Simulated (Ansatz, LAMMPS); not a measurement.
# Localised basis functions on glassy 34SiO2-39B2O3-13K2O-13Al2O3 (mol %) (154 atoms)

Wanted: errors and times of a linear-scaling basis for glassy 34SiO2-39B2O3-13K2O-13Al2O3 (mol %) (154 atoms). A setting counts as converged where the r.m.s. difference of forces stays under 1 % of the r.m.s. force.

Main program and level: Ansatz 0.2.0; Kohn-Sham DFT, PBE, PAW (set soft_2), plane waves.

## (1) The starting structure

The cell holds 154 atoms: 13 Si, 30 B, 10 K, 10 Al and 91 O. Its edges and angles: a = 12.566 Å, b = 12.566 Å, c = 12.566 Å, α = 90.0°, β = 90.0°, γ = 90.0°. 154 atoms (13 Si, 30 B, 10 K, 10 Al, 91 O) placed at random at 2.26 g/cm³, melted at 3000 K for 20 ps at fixed volume with the Buckingham and Coulomb pair potential of Guillot and Sator (Geochim. Cosmochim. Acta 71, 1249 (2007)) with the boron terms of Wang et al. (J. Non-Cryst. Solids 498, 294 (2018)). Quenched from 3000 K to 300 K at 50 K/ps and fixed volume, held 10 ps at zero pressure.

Before any run, some limits are plain. The quench rate of 50 K/ps is many orders above laboratory rates, so the cell is likely richer in defects and strain than a real sample. The network of bonds at the start is that of the classical potential that made the cell, and needn't be the one that DFT or experiment would give. Only the Γ point is sampled, in a cell whose shortest periodic width is 13 Å.

## (2) How the cell was made

A classical potential supplies the starting structure, since it reaches far longer times than DFT.

This step: classical MD, Buckingham and Coulomb pair potential of Guillot and Sator (Geochim. Cosmochim. Acta 71, 1249 (2007)) with the boron terms of Wang et al. (J. Non-Cryst. Solids 498, 294 (2018)) (LAMMPS 22 Jul 2025 - Update 4).

The input, in.lmp:

```
# melt-quench of Si13B30K10Al10O91
units metal
atom_style charge
boundary p p p
region box block 0 12.7258 0 12.7258 0 12.7258
create_box 5 box
mass 1 28.0850   # Si
mass 2 10.8100   # B
mass 3 39.0983   # K
mass 4 26.9815   # Al
mass 5 15.9990   # O
create_atoms 1 random 13 481238 NULL overlap 1.5 maxtry 2000
create_atoms 2 random 30 481245 NULL overlap 1.5 maxtry 2000
create_atoms 3 random 10 481252 NULL overlap 1.5 maxtry 2000
create_atoms 4 random 10 481259 NULL overlap 1.5 maxtry 2000
create_atoms 5 random 91 481266 NULL overlap 1.5 maxtry 2000
pair_style buck/coul/long 9.0
pair_coeff * * 0.0 1.0 0.0
pair_coeff 1 5 50306.10 0.161 46.2978   # Si-O
pair_coeff 2 5 206941.81 0.124 35.0018   # B-O
pair_coeff 3 5 2284.77 0.29 0   # K-O
pair_coeff 4 5 28538.42 0.172 34.5778   # Al-O
pair_coeff 5 5 9022.79 0.265 85.0921   # O-O
pair_coeff 2 2 484.40 0.35 0.0   # B-B
pair_coeff 1 2 337.70 0.29 0.0   # Si-B
set type 1 charge 1.89
set type 2 charge 1.4175
set type 3 charge 0.4725
set type 4 charge 1.4175
set type 5 charge -0.945
kspace_style pppm 1.0e-4
neigh_modify delay 0 every 1 check yes
thermo_style custom step time temp pe press density
thermo_modify norm yes
# [... 17 lines left out ...]
fix md all nvt temp 3000 300 0.1
run 54000 post no
unfix md
thermo 3333
fix md all npt temp 300 300 0.1 iso 0 0 1
run 10000 post no
unfix md
write_dump all custom glass.dump id type xs ys zs modify sort id
```

On the command line:

```sh
> lmp -in in.lmp -log none -nocite
```

What it wrote:

```text
LAMMPS (22 Jul 2025 - Update 4)
Created orthogonal box = (0 0 0) to (12.7258 12.7258 12.7258)
Created 13 atoms
Created 30 atoms
Created 10 atoms
Created 10 atoms
Created 91 atoms
PPPM initialization ...
  G vector (1/distance) = 0.32145343
  grid = 10 10 10
  estimated relative force accuracy = 8.1423172e-05
   Step          Time           Temp          PotEng         Press         Density
         0   0              0              3.1618097      1221748        2.2609907
       100   0.1            0             -10.223553     -7760.9641      2.2609907
       120   0.12           0             -10.276621     -10460.14       2.2609907
Loop time of 0.263726 s on 1 MPI rank(s) for 120 steps with 154 atoms
Minimization stats:
  Stopping criterion = energy tolerance
  Energy initial, next-to-last, final =
      3.16180967309957   -10.275623210292  -10.2766206261398
  Force two-norm initial, final = 480.39451 5.2765817
  Iterations, force evaluations = 120 190
[... 7 lines left out ...]
      3333   3.333          2624.9634     -9.9779678      11052.993      2.2609907
      6666   6.666          3086.9617     -10.02891       37114.516      2.2609907
      9999   9.999          3151.9457     -10.008526      19738.634      2.2609907
     13332   13.332         3129.32       -9.9821007      29578.607      2.2609907
     16665   16.665         3029.1854     -9.9731345     -8723.3411      2.2609907
[... 2 lines left out ...]
Loop time of 20.5529 s on 1 MPI rank(s) for 20000 steps with 154 atoms
   Step          Time           Temp          PotEng         Press         Density
[... 12 lines left out ...]
Loop time of 54.8075 s on 1 MPI rank(s) for 54000 steps with 154 atoms
   Step          Time           Temp          PotEng         Press         Density
[... 1 line left out ...]
     76659   76.659         277.01438     -10.464099     -12903.755      2.3218367
     79992   79.992         317.55984     -10.468051     -5672.3181      2.3295248
     83325   83.325         270.87951     -10.468356      3329.8061      2.3323163
     85000   85             344.33946     -10.469758     -3172.5491      2.3486301
Loop time of 11.9865 s on 1 MPI rank(s) for 10000 steps with 154 atoms
```

Run time: 89 s. Hardware: 1 thread of Arm Neoverse N1, shared host; peak memory 0.072 GiB.

## (3) Plane-wave single point

This run is the reference for what follows, at a cutoff of 420 eV.

The input, input.yaml:

```yaml
crystal:
  lattice:
    - [12.5655, 0.0, 0.0]
    - [0.0, 12.5655, 0.0]
    - [0.0, 0.0, 12.5655]
  atoms:
    - { symbol: Si, position: [0.93675, 0.70216, 0.41198] }
    - { symbol: Si, position: [0.203, 0.78152, 0.63966] }
    - { symbol: Si, position: [0.0801, 0.24052, 0.45084] }
    - { symbol: Si, position: [0.25173, 0.55147, 0.15115] }
    - { symbol: Si, position: [0.23747, 0.75837, 0.39438] }
    - { symbol: Si, position: [0.36842, 0.91669, 0.78165] }
    - { symbol: Si, position: [0.45447, 0.86441, 0.45119] }
    - { symbol: Si, position: [0.69705, 0.62871, 0.45124] }
    - { symbol: Si, position: [0.61315, 0.31259, 0.25281] }
    - { symbol: Si, position: [0.93152, 0.44847, 0.93288] }
    - { symbol: Si, position: [0.4497, 0.67787, 0.14069] }
    - { symbol: Si, position: [0.34422, 0.07285, 0.41974] }
    - { symbol: Si, position: [0.06195, 0.22878, 0.19668] }
    - { symbol: B, position: [0.75122, 0.32624, 0.68383] }
    - { symbol: B, position: [0.16543, 0.50508, 0.92639] }
    - { symbol: B, position: [0.10601, 0.84359, 0.00922] }
    - { symbol: B, position: [0.65236, 0.78066, 0.86267] }
    - { symbol: B, position: [0.60696, 0.4154, 0.46282] }
    - { symbol: B, position: [0.12554, 0.03671, 0.41827] }
    - { symbol: B, position: [0.0078, 0.00215, 0.11834] }
    - { symbol: B, position: [0.89391, 0.58443, 0.75586] }
    - { symbol: B, position: [0.62903, 0.52389, 0.15344] }
    - { symbol: B, position: [7.0e-05, 0.53455, 0.58004] }
    - { symbol: B, position: [0.08716, 0.54277, 0.30731] }
    - { symbol: B, position: [0.56926, 0.18482, 0.86341] }
    - { symbol: B, position: [0.39548, 0.21043, 0.25788] }
    - { symbol: B, position: [0.44259, 0.72502, 0.90159] }
    - { symbol: B, position: [0.87107, 0.00218, 0.94884] }
    - { symbol: B, position: [0.97953, 0.77623, 0.63144] }
    - { symbol: B, position: [0.46151, 0.56828, 0.76564] }
    - { symbol: B, position: [0.9213, 0.57423, 0.11739] }
    - { symbol: B, position: [0.19239, 0.49213, 0.5812] }
    [... 116 atom lines left out ...]
    - { symbol: O, position: [0.17374, 0.29731, 0.51971] }
    - { symbol: O, position: [0.87354, 0.90739, 0.89371] }
    - { symbol: O, position: [0.01658, 0.61708, 0.35473] }
    - { symbol: O, position: [0.49524, 0.25911, 0.22313] }
    - { symbol: O, position: [0.95786, 0.2726, 0.47097] }
    - { symbol: O, position: [0.46312, 0.21598, 0.85647] }
kpoints:
  mp_grid: { grid: [1, 1, 1] }
hamiltonian:
  xc: pbe
scf:
  occupations: { method: fixed }
output:
  forces: true
  stress: true
  populations: true
  dos:
    method: { smearing: { sigma: 0.15 } }
    de: 0.1
    projected: { site_lists: { Al: [Al], B: [B], K: [K], O: [O], Si: [Si] } }
  eigenvalues: true
  write_density: true
  write_potential: true
  volumetric_format: npy
```

On the command line:

```sh
> ansatz run input.yaml --threads 4 --pin off --max-ram 8192MiB --backend cpu --events-out ev --progress --plain --runs-dir out
```

What it wrote:

```text
Engine: ansatz 0.2.0, aarch64-unknown-linux-gnu
Pseudopotentials: kind: paw
Pseudopotential: Si, paw, valence charge 4, recommended cutoff 420 eV (normal), Si.paw.azcp
Pseudopotential: B, paw, valence charge 3, recommended cutoff 420 eV (normal), B.paw.azcp
Pseudopotential: K, paw, valence charge 9, recommended cutoff 420 eV (normal), K.paw.azcp
Pseudopotential: Al, paw, valence charge 3, recommended cutoff 420 eV (normal), Al.paw.azcp
Pseudopotential: O, paw, valence charge 6, recommended cutoff 420 eV (normal), O.paw.azcp
[... 5 lines on functional and potentials left out ...]
Crystal: 154 atoms, lattice volume = 1983.989 Å³
Basis set: ecut = 420 eV, 38641 PW (Γ), exchange–correlation on 180×180×180 points (8 copies of the dense FFT grid, shifted against one another)
Bands: 558, of which v1, the nominal top of the filled ones, is band 404 counted from 1 (403 counted from 0)
Symmetry: 1 space group operations
Space group: P1 (ITA 1), of the structure as read, at distance tolerance 1.3e-4 Å
k-points: 1
[... 11 lines on functional and potentials left out ...]
Initial density: superposition of atomic densities (neutral atoms: chi_scale 0, normalization atom), corrected by the library's trained network
Initial wavefunctions: pseudopotential atomic-orbital guess
Functional: x = pbe(κ = 0.804, μ = 0.219515), c = pbe(β = 0.066725)
SCF iter   1: F=—  HF=-85473.639363 eV  |F-HF|=—  |Δ(HF+E_count)|=         —  Δρ=3.63e-3  dr2=3.68e-1  ethr=1.77e-3  ⟨swp⟩=6.0  Hψ=2017  notcnv=0  defer=152
preconditioner: auto → Resta (q_TF=auto, 2.349 Å⁻¹)  ε∞=3.2  [insulator: Δε(μ)=1.519 eV  Ē_g=15.803 eV  n_scr=460 (ndim 8)  ℏωp=23.4 eV  f_vac=0.152  ε∞_Penn≈3.2]
SCF iter   2: F=—  HF=-85473.600743 eV  |F-HF|=—  |Δ(HF+E_count)|=   3.86e-2  Δρ=1.99e-3  dr2=8.92e-2  ethr=4.56e-5  ⟨swp⟩=3.0  Hψ=956  notcnv=0  defer=152
SCF iter   3: F=—  HF=-85473.592395 eV  |F-HF|=—  |Δ(HF+E_count)|=   8.35e-3  Δρ=8.85e-4  dr2=2.82e-2  ethr=1.10e-5  ⟨swp⟩=3.0  Hψ=716  notcnv=0  defer=152
SCF iter   4: F=—  HF=-85473.587867 eV  |F-HF|=—  |Δ(HF+E_count)|=   4.53e-3  Δρ=3.47e-4  dr2=2.84e-3  ethr=3.49e-6  ⟨swp⟩=3.0  Hψ=717  notcnv=0  defer=152
SCF iter   5: F=—  HF=-85473.587672 eV  |F-HF|=—  |Δ(HF+E_count)|=   1.95e-4  Δρ=1.76e-4  dr2=6.77e-4  ethr=3.51e-7  ⟨swp⟩=3.0  Hψ=952  notcnv=0  defer=152
SCF iter   6: F=—  HF=-85473.587692 eV  |F-HF|=—  |Δ(HF+E_count)|=   1.97e-5  Δρ=5.74e-5  dr2=8.38e-5  ethr=8.38e-8  ⟨swp⟩=3.0  Hψ=773  notcnv=0  defer=152
SCF iter   7: F=—  HF=-85473.592430 eV  |F-HF|=—  |Δ(HF+E_count)|=   4.74e-3  Δρ=2.46e-5  dr2=1.68e-5  ethr=1.04e-8  ⟨swp⟩=2.0  Hψ=771  notcnv=0  defer=152
SCF iter   8: F=—  HF=-85473.592433 eV  |F-HF|=—  |Δ(HF+E_count)|=   2.59e-6  Δρ=1.63e-5  dr2=5.01e-6  ethr=2.09e-9  ⟨swp⟩=2.0  Hψ=814  notcnv=0  defer=152
SCF iter   9: F=—  HF=-85473.592432 eV  |F-HF|=—  |Δ(HF+E_count)|=   8.48e-7  Δρ=4.36e-6  dr2=4.70e-7  ethr=6.20e-10  ⟨swp⟩=2.0  Hψ=803  notcnv=0  defer=152
SCF iter  10: F=—  HF=-85473.592432 eV  |F-HF|=—  |Δ(HF+E_count)|=   1.52e-7  Δρ=3.23e-6  dr2=1.73e-7  ethr=1.24e-11  ⟨swp⟩=24.0  Hψ=5746  notcnv=0
SCF iter  11: F=-85473.592432 eV  HF=-85473.592432 eV  |F-HF|=8.73e-11  |Δ(HF+E_count)|=   1.96e-8  Δρ=9.49e-7  dr2=1.67e-8  ethr=1.24e-11  ⟨swp⟩=9.0  Hψ=3459  notcnv=0
SCF 1 converged in 11 iterations: F = -85473.592432 eV  dr2 = 1.67e-8
  greatest PAW one-centre occupation: 0.987 electrons in one spin orbital (limit 2), on the K atom at site 50 (counted from 0), in its partial waves of l = 0
WARN: The input density's exchange-correlation potential varies sharply where the density is thin. Do not read a vacuum level from v_tot or v_xc, or from such a field of the output density. On a cell that repeats whose density bears no net charge and no dipole along the vacuum's axis use v_es (v_loc + v_h of the components); [...]
SCF converged after 11 iterations
Free energy (F): -85473.592432 eV
Harris-Foulkes:  -85473.592432 eV  (|F-HF|=8.73e-11)
Internal energy: -85473.592432 eV  (E = F + TS)
E sigma→0 (E₀):  -85473.592432 eV
Fermi energy:    5.081748 eV
--- Per-component energies (eV) ---
  E_band       = -4145.950262
  E_kinetic    = 20942.002473
  E_local      = -61063.638300  (includes V_loc(G=0)·N_el)
  E_nonlocal   = 5248.967337
  E_hartree    = 23379.037472
  E_xc         = -10142.909371
  E_vxc        = -12255.603865  (∫ρ·V_xc dr)
  E_paw        = -35977.068525  (= ΣΔE_a)
  E_vpaw       = -3775.987690  (= ΣTr[D̂ρ^β])
  E_aug_tail   = 0.232332  (compensation charges beyond the density's cutoff)
  E_ewald      = -27860.215849
  E_smearing   = -0.000000  (= −TS)
  E_closure    = -0.000000  (closes the sum)
  Σ components = -85473.592432   (vs F -85473.592432, Δ=0.00e0)
--- Forces (eV/Å), atoms counted from 1 ---
  atom   1  Si     0.97717349    -2.00961308    -0.29213967
  atom   2  Si     3.61347101    -4.03454956     1.37676873
  atom   3  Si    -1.70481536    -0.45031050    -1.93729002
  atom   4  Si    -1.04350103    -0.30310731    -1.86274735
  atom   5  Si     0.64509844    -0.48653465    -0.09108356
  atom   6  Si    -0.28271107    -1.24274937     2.41581777
  atom   7  Si    -3.85004911    -2.48932288     0.63927524
  atom   8  Si    -0.07784208    -1.06640438     0.71901437
  atom   9  Si    -1.25176671    -1.26198086     0.44138174
  atom  10  Si     0.62407023    -0.79350212    -0.09495579
  atom  11  Si     1.01216015    -2.33341617    -2.65528714
  atom  12  Si    -1.81153928     0.88133810     0.72466073
  atom  13  Si     0.13870486    -0.32630078     1.17772958
  atom  14  B     -0.01345931     0.40906820     0.99158861
[...]
atom 153  O      0.38794309    -0.48781899     1.06910703
  atom 154  O      0.87697936     0.21238839    -0.06518591
  max |Σ_I F_I| component: 7.40e-5 eV/Å
--- Stress (GPa, compression-positive) ---
       -0.716518       0.026925      -1.461594
        0.026935      -2.688937      -0.781737
       -1.461581      -0.781739      -2.153724
  P = ⅓ Tr σ = -1.8531 GPa (-18.531 kbar)
--- Band table (eV) ---
  k-point 0: bands = ["-27.4646", "-27.2921", "-27.2212", "-27.0757", [... 542 levels ...], "13.1806", "13.1968", "13.2064", "13.2419", "13.3095", "13.3174", "13.3371", "13.3744", "13.4348", "13.4800", "13.5217", "13.5258"]
--- Löwdin populations: 154 sites ---
  site symbol       q [e]
     0     Si      2.2121
     1     Si      2.2681
     2     Si      2.2620
[...]
153      O      6.6521
  spilling = 0.009231 (of n_electrons = 808.000000)
```

Wall time 2 min (4 threads of Arm Neoverse N1, shared host); peak memory 3.2 GiB.

In the SCF lines HF is the Harris–Foulkes energy and dr2 the Hartree energy of the density residual, in eV; the loop may stop once dr2 is under the threshold and the program's other checks hold. Hψ counts applications of the Hamiltonian.

The program notes that the exchange-correlation potential is rough where the density is thin.

The run gave:

```
free energy                                      : -85473.5924 eV
free energy per atom                             : -555.0233 eV/atom
SCF cycles                                       : 11
pressure                                         : -1.853 GPa
r.m.s. force component                           : 1.088 eV/Å
longest force                                    : 5.588 eV/Å
Fermi energy                                     : 5.082 eV
gap (highest filled to lowest empty level) : 0.7796 eV
spilling of the projection                       : 0.009231
```

The r.m.s. force component of 1.1 eV/Å and the pressure of -1.9 GPa set the scale for the differences below.

## (4) Support functions medium

With localised support functions most steps grow linearly with size, though the diagonalisation grows faster unless the density matrix is cut; this run measures error and cost at this size. Besides, the program derives a nominal cutoff of 464 eV for this run, against the reference's 420.

This step: Kohn-Sham DFT, PBE, PAW (set soft_2), localised support functions (medium) (Ansatz 0.2.0).

input.yaml, the sections that differ from step 3:

```yaml
scf:
  occupations: { method: fixed }
  eigensolver: { kind: { support_functions: { accuracy: medium } } }
  max_iter: 150
output:
  forces: true
  eigenvalues: true
# crystal, kpoints, hamiltonian: as in step 3
```

What it wrote:

```text
Warning: scf.eigensolver.kind.support_functions: disabling space-group detection — the functions' gradient is summed over unrotated k-points, so no spatial operation reduces the k-mesh or symmetrises the density; time reversal is kept, so that k and −k are solved as one point where they differ and the mesh holds both, and exact exchange and, on two spinor components, a DFT+U term hold to it where the run has them: [...]
Warning: basis.ecutwfc = 464 eV, auto-derived: no grid that the accuracy of the support functions lays serves the files at the lower one that their records recommend; a deck with other species or settings can derive another value
settings of this run that can trade accuracy for cost: scf.eigensolver.kind.support_functions [...]
[...]
Crystal: 154 atoms, lattice volume = 1983.989 Å³
Basis set: ecut = 464 eV, 45025 PW (Γ), exchange–correlation on 180×180×180 points (8 copies of the dense FFT grid, shifted against one another)
Bands: 485, of which v1, the nominal top of the filled ones, is band 404 counted from 1 (403 counted from 0)
Symmetry: 1 space group operations
k-points: 1
[...]
SCF iter   1: F=—  HF=-85452.412932 eV  |F-HF|=—  |Δ(HF+E_count)|=         —  Δρ=9.68e-2  dr2=1.83e2  ethr=1.00e-1
[...]
SCF iter  13: F=—  HF=-85474.323368 eV  |F-HF|=—  |Δ(HF+E_count)|=   3.04e-3  Δρ=1.54e-5  dr2=9.49e-6  ethr=7.21e-9  κ⁻¹=1.9e-5(r=7)
SCF iter  14: F=-85474.325854 eV  HF=-85474.325855 eV  |F-HF|=1.07e-6  |Δ(HF+E_count)|=   2.49e-3  Δρ=9.79e-6  dr2=2.61e-6  ethr=1.17e-9
SCF 1 converged in 14 iterations: F = -85474.361758 eV  dr2 = 2.61e-6
[...]
SCF converged after 14 iterations
Stability not checked: this state was not tested for a lower state beside it, because the mixer in use, unlike msr1, does not test its closes by its own steps (another_mixer; see scf.mixing.algorithm and scf.lower_state_search)
Free energy (F): -85474.361758 eV
[...]
Internal energy: -85474.361758 eV  (E = F + TS)
E sigma→0 (E₀):  -85474.361758 eV
Fermi energy:    5.082937 eV
[...]
Σ components = -85474.361758   (vs F -85474.361758, Δ=0.00e0)
--- Forces (eV/Å), atoms counted from 1 ---
  atom   1  Si     0.97768294    -2.01193402    -0.29217572
  atom   2  Si     3.61413417    -4.03573940     1.37731789
  atom   3  Si    -1.70452355    -0.44919018    -1.93816802
  atom   4  Si    -1.04420574    -0.30276882    -1.86261395
[...]
atom 154  O      0.87568846     0.21328212    -0.06519359
  max |Σ_I F_I| component: 2.31e-3 eV/Å
--- Band table (eV) ---
[...]
```

The job ended after 5.7 min (4 threads; peak memory 5.5 GiB; 23 min of CPU time).

The program notes that the band table was not solved further than the SCF left it and it switched symmetry off.

Keys that differ from the reference: support_functions.accuracy = "medium" and scf.max_iter = 150.

Forces differ from the reference by 1.2 meV/Å r.m.s., 0.11 % of their size, well within a tolerance of 1 %; the energy by -5.0 meV/atom. It took roughly 2.8 times the reference's time (one timing each, with unlike analyses asked), in 14 cycles against 11.

(Part 1 of 2 ends here.)

[Long decimals in the printed logs are rounded to 6 places.]

[Logs are printed without paths, hosts, clocks, repeated set-up lines and the standing remarks that a program may print on its own settings, such as how far it seeks lower states.]

[Hosts, paths, dates, database ids (printed as entryN), source tags and the programs' standing remarks are cut or masked in the printed files.]
